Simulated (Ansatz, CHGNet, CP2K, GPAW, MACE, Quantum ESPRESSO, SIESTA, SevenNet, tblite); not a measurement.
## Quantum ESPRESSO on random packing of C72N28 (at. %) (57 atoms): settings compared

How far do other settings of Quantum ESPRESSO move the forces in random packing of C72N28 (at. %) (57 atoms)? One run of the same program serves as the yardstick.

Program: Quantum ESPRESSO 7.5. Level of theory: the method is named at each step. Results are calculated unless marked as measured.

## 1. Set-up

The cell holds 57 atoms: 41 C and 16 N. Cell: a = 7.976 Å, b = 7.976 Å, c = 7.976 Å, α = 90.0°, β = 90.0°, γ = 90.0°. 57 atoms (41 C, 16 N) packed at random in a cube at 2.35 g/cm³ and pushed apart as soft spheres; a start for melting by ab initio MD, not an equilibrated structure. Then every atom was moved at random, 0.02 Å r.m.s. a Cartesian component.

The yardstick, on the same geometry:

* method: Kohn-Sham DFT, PBE, SSSP efficiency 1.3.0 pseudopotentials, plane waves (Quantum ESPRESSO 7.5); sssp-pbe-1.3.0-efficiency, cutoffs 60/480 Ry, Γ point
* r.m.s. force component: 1.973 eV/Å
* longest force: 7.252 eV/Å
* pressure: -26.83 GPa
* time: 80 s on 2 MPI ranks of Arm Neoverse V1, shared host
* CPU time: 2.7 min

## 2. PBE, sssp-1.3.0-efficiency, 60/480 Ry, cg

Method: Kohn-Sham DFT, PBE, SSSP efficiency 1.3.0 pseudopotentials, plane waves.

Input file pw.in:

```
&control
  calculation = 'scf'
  pseudo_dir = './pseudo'
  outdir = './tmp'
  disk_io = 'none'
  tprnfor = .true.
  tstress = .true.
/
&system
  ibrav = 0
  nat = 57
  ntyp = 2
  ecutwfc = 60
  ecutrho = 480
  nosym = .true.
  occupations = 'smearing'
  smearing = 'fd'
  degauss = 0.003675
/
&electrons
  conv_thr = 2.9e-07
  electron_maxstep = 100
  mixing_beta = 0.2
  mixing_mode = 'local-TF'
  diagonalization = 'cg'
/
ATOMIC_SPECIES
C 12.011 C.upf
N 14.007 N.upf
CELL_PARAMETERS angstrom
7.97600 0.00000 0.00000
0.00000 7.97600 0.00000
0.00000 0.00000 7.97600
ATOMIC_POSITIONS crystal
C 0.00597 0.48401 0.83761
C 0.03952 0.55713 0.56904
C 0.05075 0.76972 0.79905
C 0.39534 0.92633 0.34114
C 0.76720 0.65280 0.98245
C 0.48592 0.62900 0.68293
C 0.92975 0.42733 0.40598
C 0.57031 0.25726 0.21933
C 0.65972 0.50303 0.85490
C 0.53328 0.43183 0.60217
C 0.60335 0.93100 0.79962
C 0.41561 0.02347 0.85269
C 0.17799 0.74598 0.39732
C 0.94264 0.84054 0.50712
C 0.33544 0.34414 0.92591
C 0.47703 0.72881 0.87220
C 0.35897 0.58317 0.47169
C 0.97279 0.13377 0.69179
C 0.28314 0.61800 0.76553
C 0.88845 0.44348 0.01552
C 0.56032 0.51569 0.40910
C 0.89713 0.16892 0.48357
C 0.06686 0.54878 0.19756
C 0.65028 0.11986 0.37480
C 0.72425 0.90960 0.09561
C 0.27648 0.40991 0.70498
C 0.00184 0.10682 0.95371
C 0.27729 0.57015 0.16110
C 0.07934 0.34865 0.03976
C 0.17817 0.10737 0.82796
C 0.80503 0.57418 0.58918
C 0.55947 0.78419 0.21719
C 0.28341 0.83779 0.66812
C 0.03415 0.12622 0.28858
C 0.66446 0.57388 0.20531
C 0.80342 0.00912 0.66652
C 0.54912 0.89248 0.58610
C 0.57312 0.24164 0.70560
C 0.75244 0.30615 0.60934
C 0.98003 0.65620 0.00005
C 0.48978 0.63071 0.07615
N 0.84600 0.75906 0.20466
N 0.75658 0.39030 0.25857
N 0.10543 0.30856 0.78468
N 0.31123 0.16108 0.23978
N 0.26746 0.36654 0.21703
N 0.06656 0.89363 0.14947
N 0.72172 0.69154 0.41530
N 0.16732 0.33820 0.43173
N 0.17072 0.73263 0.04418
N 0.79731 0.21338 0.91737
N 0.12591 0.98736 0.41218
N 0.31382 0.04280 0.04336
N 0.69254 0.74638 0.77199
N 0.42860 0.19422 0.48694
N 0.83253 0.97627 0.29252
N 0.56642 0.25409 0.00952
K_POINTS gamma
```

On the command line:

```bash
OMP_NUM_THREADS=1 mpirun -np 2 pw.x -in pw.in > output.txt
```

What it wrote:

```text
Program PWSCF
     gamma-point specific algorithms are used
     Parallelization info
     sticks:   dense  smooth     PW     G-vecs:    dense   smooth      PW
     Min        4343    2173    541               304134   107523   13477
     Max        4350    2176    544               304135   107524   13484
     Sum        8693    4349   1085               608269   215047   26961
     bravais-lattice index     =            0
     lattice parameter (alat)  =      15.0725  a.u.
     unit-cell volume          =    3424.1441 (a.u.)^3
     number of atoms/cell      =           57
     number of atomic types    =            2
     number of electrons       =       244.00
     number of Kohn-Sham states=          146
     kinetic-energy cutoff     =      60.0000  Ry
     charge density cutoff     =     480.0000  Ry
     scf convergence threshold =      2.9E-07
     mixing beta               =       0.2000
     number of iterations used =            8  local-TF  mixing
     Exchange-correlation= PBE
                           (   1   4   3   4   0   0   0)
     crystal axes: (cart. coord. in units of alat)
               a(1) = (   1.000000   0.000000   0.000000 )
               a(2) = (   0.000000   1.000000   0.000000 )
               a(3) = (   0.000000   0.000000   1.000000 )
     reciprocal axes: (cart. coord. in units 2 pi/alat)
               b(1) = (  1.000000  0.000000  0.000000 )
               b(2) = (  0.000000  1.000000  0.000000 )
               b(3) = (  0.000000  0.000000  1.000000 )
     PseudoPot. # 1 for C :
     Pseudo is Projector augmented-wave + core cor, Zval =  4.0
     PseudoPot. # 2 for N :
     Pseudo is Ultrasoft + core correction, Zval =  5.0
     atomic species   valence    mass     pseudopotential
     C                 4.00    12.01100     C ( 1.00)
     N                 5.00    14.00700     N ( 1.00)
     No symmetry found
   Cartesian axes
     number of k points=     1  Fermi-Dirac smearing, width (Ry)=  0.0037
                       cart. coord. in units 2pi/alat
        k(    1) = (   0.0000000   0.0000000   0.0000000), wk =   2.0000000
     Dense  grid:   304135 G-vectors     FFT dimensions: ( 108, 108, 108)
     Smooth grid:   107524 G-vectors     FFT dimensions: (  75,  75,  75)
     Check: negative core charge=   -0.000002
     Initial potential from superposition of free atoms
     starting charge     243.9982, renormalised to     244.0000
     Starting wfcs are  228 randomized atomic wfcs
     Self-consistent Calculation
     iteration #  1     ecut=    60.00 Ry     beta= 0.20
     CG style diagonalization
     Threshold (ethr) on eigenvalues was too large:
     Diagonalizing with lowered threshold
     CG style diagonalization
     total energy              =   -1063.73801413 Ry
     estimated scf accuracy    <       2.04533967 Ry
     iteration #  2     ecut=    60.00 Ry     beta= 0.20
     CG style diagonalization
     total energy              =   -1063.63731145 Ry
     estimated scf accuracy    <       0.96653847 Ry
     iteration #  3     ecut=    60.00 Ry     beta= 0.20
     CG style diagonalization
     total energy              =   -1063.69381333 Ry
     estimated scf accuracy    <       0.20581547 Ry
     iteration #  4     ecut=    60.00 Ry     beta= 0.20
     CG style diagonalization
     total energy              =   -1063.74364608 Ry
     estimated scf accuracy    <       0.11757815 Ry
     iteration #  5     ecut=    60.00 Ry     beta= 0.20
     CG style diagonalization
     total energy              =   -1063.73912283 Ry
     estimated scf accuracy    <       0.07268954 Ry
     iteration #  6     ecut=    60.00 Ry     beta= 0.20
[...]
total energy              =   -1063.74472046 Ry
     estimated scf accuracy    <       0.01238449 Ry
[...]
c_bands:  1 eigenvalues not converged
[...]
total energy              =   -1063.74965656 Ry
[...]
iteration # 17     ecut=    60.00 Ry     beta= 0.20
     CG style diagonalization
     total energy              =   -1063.74965799 Ry
     estimated scf accuracy    <       0.00000141 Ry
     iteration # 18     ecut=    60.00 Ry     beta= 0.20
     CG style diagonalization
     total energy              =   -1063.74965832 Ry
     estimated scf accuracy    <       0.00000055 Ry
     iteration # 19     ecut=    60.00 Ry     beta= 0.20
     CG style diagonalization
     End of self-consistent calculation
          k = 0.0000 0.0000 0.0000 ( 13481 PWs)   bands (ev):
   -12.3944 -11.6602 -11.5051 -10.9787 -10.8892 -10.1765  -9.7473  -9.4020
    -9.1504  -8.9115  -8.5740  -8.4855  -8.0850  -7.8561  -7.7227  -7.4998
    -7.3701  -7.1527  -7.0082  -6.7085  -6.4783  -6.3113  -5.9009  -5.7800
    -5.6383  -5.4356  -4.8903  -4.7622  -4.5919  -4.3496  -3.8331  -3.7515
    -3.6487  -3.4799  -3.3576  -3.2474  -2.9285  -2.7945  -2.7065  -2.5717
    -2.1082  -1.8798  -1.8237  -1.8062  -1.6992  -1.5503  -1.4192  -1.2359
[...]
6.7707   6.8520   6.8938   6.9310   7.0491   7.2152   7.2216   7.2811
     7.3164   7.4134   7.4768   7.5786   7.6036   7.7016   7.7798   7.8786
     7.9156   8.0226   8.0976   8.2066   8.2750   8.3237   8.4011   8.4836
     8.6219   8.6878
     the Fermi energy is     6.8660 ev
!    total energy              =   -1063.74965829 Ry
     estimated scf accuracy    <       0.00000024 Ry
     smearing contrib. (-TS)   =      -0.01907849 Ry
     internal energy E=F+TS    =   -1063.73057981 Ry
     The total energy is F=E-TS. E is the sum of the following terms:
     one-electron contribution =      41.24431111 Ry
     hartree contribution      =     116.84854082 Ry
     xc contribution           =    -257.23120818 Ry
     ewald contribution        =    -710.90223461 Ry
     one-center paw contrib.   =    -253.68998895 Ry
     convergence has been achieved in  19 iterations
     Forces acting on atoms (cartesian axes, Ry/au):
     atom    1 type  1   force =    -0.02037380   -0.09561367    0.08062790
     atom    2 type  1   force =    -0.12470694    0.00812264   -0.00419984
     atom    3 type  1   force =     0.04705907   -0.03277593    0.02954416
     atom    4 type  1   force =     0.05839219   -0.05291207    0.00489433
     atom    5 type  1   force =     0.06458718   -0.08805120   -0.01417572
     atom    6 type  1   force =    -0.09071194   -0.05424025   -0.00273234
[...]
atom   55 type  2   force =     0.13765984   -0.04098530    0.01475302
     atom   56 type  2   force =    -0.05397946    0.00579645   -0.08572437
     atom   57 type  2   force =     0.00626965    0.03752621    0.15637008
     Total force =     1.003338     Total SCF correction =     0.001034
     Computing stress (Cartesian axis) and pressure
          total   stress  (Ry/bohr**3)                   (kbar)     P=     -268.35
  -0.00198843   0.00017754   0.00017613         -292.51       26.12       25.91
   0.00017754  -0.00178178   0.00047329           26.12     -262.11       69.62
   0.00017613   0.00047329  -0.00170231           25.91       69.62     -250.42
     Message from routine punch:
     Nothing written, as per user request (disk_io='none')
```

Wall time 3.4 min (2 MPI ranks of Arm Neoverse V1, shared host); peak memory 1.1 GiB.

Banners, paths, timers and routine set-up lines are dropped from the logs unmarked, and long logs keep their key lines alone; longer cuts are marked.

Against the reference:

```
r.m.s. force component                          : 1.973 eV/Å
r.m.s. difference of force components           : 0.153 meV/Å
longest difference of force vectors             : 0.876 meV/Å
force difference over r.m.s. force              : 0.0078 %
slope of forces against the reference's         : 1
correlation of force components                 : 1
pressure                                        : -26.83 GPa
pressure difference                             : -0.0007 GPa
energy less the same-level run's                : 0 meV/atom
r.m.s. force difference from the same-level run : 0.153 meV/Å
```

Length of the force difference by element (eV/Å):

| element | atoms | mean | most |
| --- | --- | --- | --- |
| C | 41 | 2.0e-4 | 4.0e-4 |
| N | 16 | 3.0e-4 | 9.0e-4 |

The surroundings of C16, picked at random, nearest first, numbered as they follow in the input and with coordinates relative to it.

| atom | x | y | z | distance (Å) | Fx | Fy | Fz (eV/Å) |
| --- | --- | --- | --- | --- | --- | --- | --- |
| C16 | 0.00 | 0.00 | 0.00 | 0.00 | 0.39 | -1.94 | 0.00 |
| C6 | 0.07 | -0.80 | -1.51 | 1.71 | -2.33 | -1.39 | -0.07 |
| C41 | 0.10 | -0.78 | 1.63 | 1.81 | 0.21 | 2.28 | 2.96 |
| N54 | 1.72 | 0.14 | -0.80 | 1.90 | -1.68 | 2.55 | 2.43 |
| C19 | -1.55 | -0.88 | -0.85 | 1.97 | 2.05 | -1.01 | -2.83 |
| C11 | 1.01 | 1.61 | -0.58 | 1.99 | 0.22 | -1.43 | -3.87 |
| C9 | 1.46 | -1.80 | -0.14 | 2.32 | 1.37 | 0.96 | 1.75 |
| C12 | -0.49 | 2.35 | -0.16 | 2.41 | -0.50 | -0.69 | 3.67 |
| C33 | -1.54 | 0.87 | -1.63 | 2.41 | -0.53 | -1.58 | 0.69 |

Forces lie 0.0078 % from the reference's, at 2.6 times its CPU time.

## 3. PBE, gbrv-1.5, 40/200 Ry

Method: Kohn-Sham DFT, PBE, GBRV 1.5 ultrasoft pseudopotentials, plane waves.

The pseudopotential files are exchanged too: ./pseudo now holds the set gbrv-pbe-1.5.

pw.in, as its differences from that of step 2:

```diff
@@ -12,4 +12,4 @@
   ntyp = 2
-  ecutwfc = 60
-  ecutrho = 480
+  ecutwfc = 40
+  ecutrho = 200
   nosym = .true.
@@ -24,3 +24,3 @@
   mixing_mode = 'local-TF'
-  diagonalization = 'cg'
+  diagonalization = 'david'
 /
```

On the command line:

```bash
OMP_NUM_THREADS=1 pw.x -in pw.in > output.txt
```

What it wrote:

```text
Program PWSCF
     gamma-point specific algorithms are used
     sticks:   dense  smooth     PW     G-vecs:    dense   smooth      PW
     Sum        3593    2885    725               163323   116921   14771
     bravais-lattice index     =            0
     lattice parameter (alat)  =      15.0725  a.u.
     unit-cell volume          =    3424.1441 (a.u.)^3
     number of atoms/cell      =           57
     number of atomic types    =            2
     number of electrons       =       244.00
     number of Kohn-Sham states=          146
[... lines left out ...]
     number of k points=     1  Fermi-Dirac smearing, width (Ry)=  0.0037
[... lines left out ...]
     total energy              =    -777.89688525 Ry
[... lines left out ...]
     total energy              =    -777.77470414 Ry
[... lines left out ...]
     total energy              =    -777.83227732 Ry
[... lines left out ...]
     total energy              =    -777.84038737 Ry
[... lines left out ...]
     total energy              =    -777.84038760 Ry
[... lines left out ...]
     the Fermi energy is     6.8832 ev
!    total energy              =    -777.84038785 Ry
     estimated scf accuracy    <       0.00000015 Ry
     smearing contrib. (-TS)   =      -0.01905825 Ry
     internal energy E=F+TS    =    -777.82132960 Ry
     The total energy is F=E-TS. E is the sum of the following terms:
     one-electron contribution =      32.03178002 Ry
     hartree contribution      =     116.62622152 Ry
     xc contribution           =    -215.57709640 Ry
     ewald contribution        =    -710.90223474 Ry
     convergence has been achieved in  16 iterations
     Forces acting on atoms (cartesian axes, Ry/au):
     atom    1 type  1   force =    -0.02023595   -0.09521889    0.08094493
     atom    2 type  1   force =    -0.12454896    0.00836617   -0.00378450
     atom    3 type  1   force =     0.04710232   -0.03295316    0.02936641
[...]
atom   56 type  2   force =    -0.05425842    0.00645950   -0.08550350
     atom   57 type  2   force =     0.00616484    0.03780518    0.15614690
     Total force =     1.003809     Total SCF correction =     0.000647
     Computing stress (Cartesian axis) and pressure
          total   stress  (Ry/bohr**3)                   (kbar)     P=     -267.82
  -0.00198646   0.00017765   0.00017683         -292.22       26.13       26.01
   0.00017765  -0.00177719   0.00047486           26.13     -261.43       69.85
   0.00017683   0.00047486  -0.00169826           26.01       69.85     -249.82
     Message from routine punch:
     Nothing written, as per user request (disk_io='none')
```

Wall time 46 s (1 thread); peak memory 0.35 GiB.

Against the reference:

| Quantity | Value |
| --- | --- |
| r.m.s. force component | 1.974 eV/Å |
| r.m.s. difference of force components | 6.694 meV/Å |
| longest difference of force vectors | 22.4 meV/Å |
| force difference over r.m.s. force | 0.3393 % |
| slope of forces against the reference's | 1 |
| correlation of force components | 1 |
| pressure | -26.78 GPa |
| pressure difference | 0.0517 GPa |

Against the first run (0.0078 %), the force difference from the reference is 0.34 %, at 0.11 times the CPU time (on 1 against 2 cores).

The run ends at a pressure of -26.78 GPa, with forces up to 7.3 eV/Å.

## 4. Side by side

Differences are against the plane-wave reference, forces as r.m.s. over components; share is that over the reference's r.m.s. force, slope the least-squares factor from reference forces to these. Total energies of different programs have different zeros and aren't compared.

| run | Δ force, r.m.s. (meV/Å) | share (%) | slope | Δ pressure (GPa) | cores | CPU time | memory (GiB) |
| --- | --- | --- | --- | --- | --- | --- | --- |
| reference | - | - | - | - | 2 | 2.7 min | 1.1 |
| QE PBE, sssp-1.3.0-efficiency, 60/480 Ry, cg | 0.153 | 0.0078 | 1.000 | -7.0e-4 | 2 | 6.8 min | 1.1 |
| QE PBE, gbrv-1.5, 40/200 Ry | 6.69 | 0.339 | 1.000 | 0.0517 | 1 | 46 s | 0.35 |

CPU time is summed over cores on a shared host, where runs went side by side, so it is rough. Symmetry, cutoffs, thresholds, outputs and thread counts weren't matched or tuned between programs; memory under MPI is the largest rank's times the ranks.

Within one program, basis, potentials and functional, energies share a zero. Each run against its twin at the usual cutoff or grid and solver:

| run | twin | Δ energy (meV/atom) | Δ force, r.m.s. (meV/Å) | CPU time over the twin's |
| --- | --- | --- | --- | --- |
| QE PBE, sssp-1.3.0-efficiency, 60/480 Ry, cg | sssp-1.3.0-efficiency, 60/480 Ry | 0 | 0.153 | 2.6 |

## 5. Outcome

- nearest in forces: QE PBE, sssp-1.3.0-efficiency, 60/480 Ry, cg, 0.0078 %
- its CPU time: 6.8 min

In words: PBE on plane waves or a grid with other potentials, cutoffs or grids differs from the reference by 0.34 % (QE PBE, gbrv-1.5, 40/200 Ry) of the r.m.s. force; this holds the reference's own error, so differences of a few per cent don't tell which side is nearer the exact PBE result. With the reference's own potentials and cutoffs, another solver or threshold moves forces by 0.0078 % (QE PBE, sssp-1.3.0-efficiency, 60/480 Ry, cg). One electronic-structure run takes under half the reference's CPU time: QE PBE, gbrv-1.5, 40/200 Ry, at 0.34 % in 46 s against 2.7 min. The reference's pressure holds the uncorrected Pulay stress of its 60 Ry basis, so small pressure differences, and their order, may be the reference's own error. The reference's stress is far from hydrostatic: its diagonal is -29.2, -26.2, -25.0 GPa, compression counted positive. The reference's pressure of -27 GPa says that the cell would shrink at this level of theory. The electronic-structure runs sample only Γ, in a cell whose shortest periodic width is 8 Å, which is coarse for a cell with partly filled levels.

[Also dropped from logs without a mark: logging warnings of Python, and SIESTA's first energy breakdown and zero terms.]

[Logs are printed without paths, hosts, clocks, repeated set-up lines and the standing remarks that a program may print on its own settings, such as how far it seeks lower states.]

[Hosts, paths, dates, database ids (printed as entryN), source tags and the programs' standing remarks are cut or masked in the printed files.]
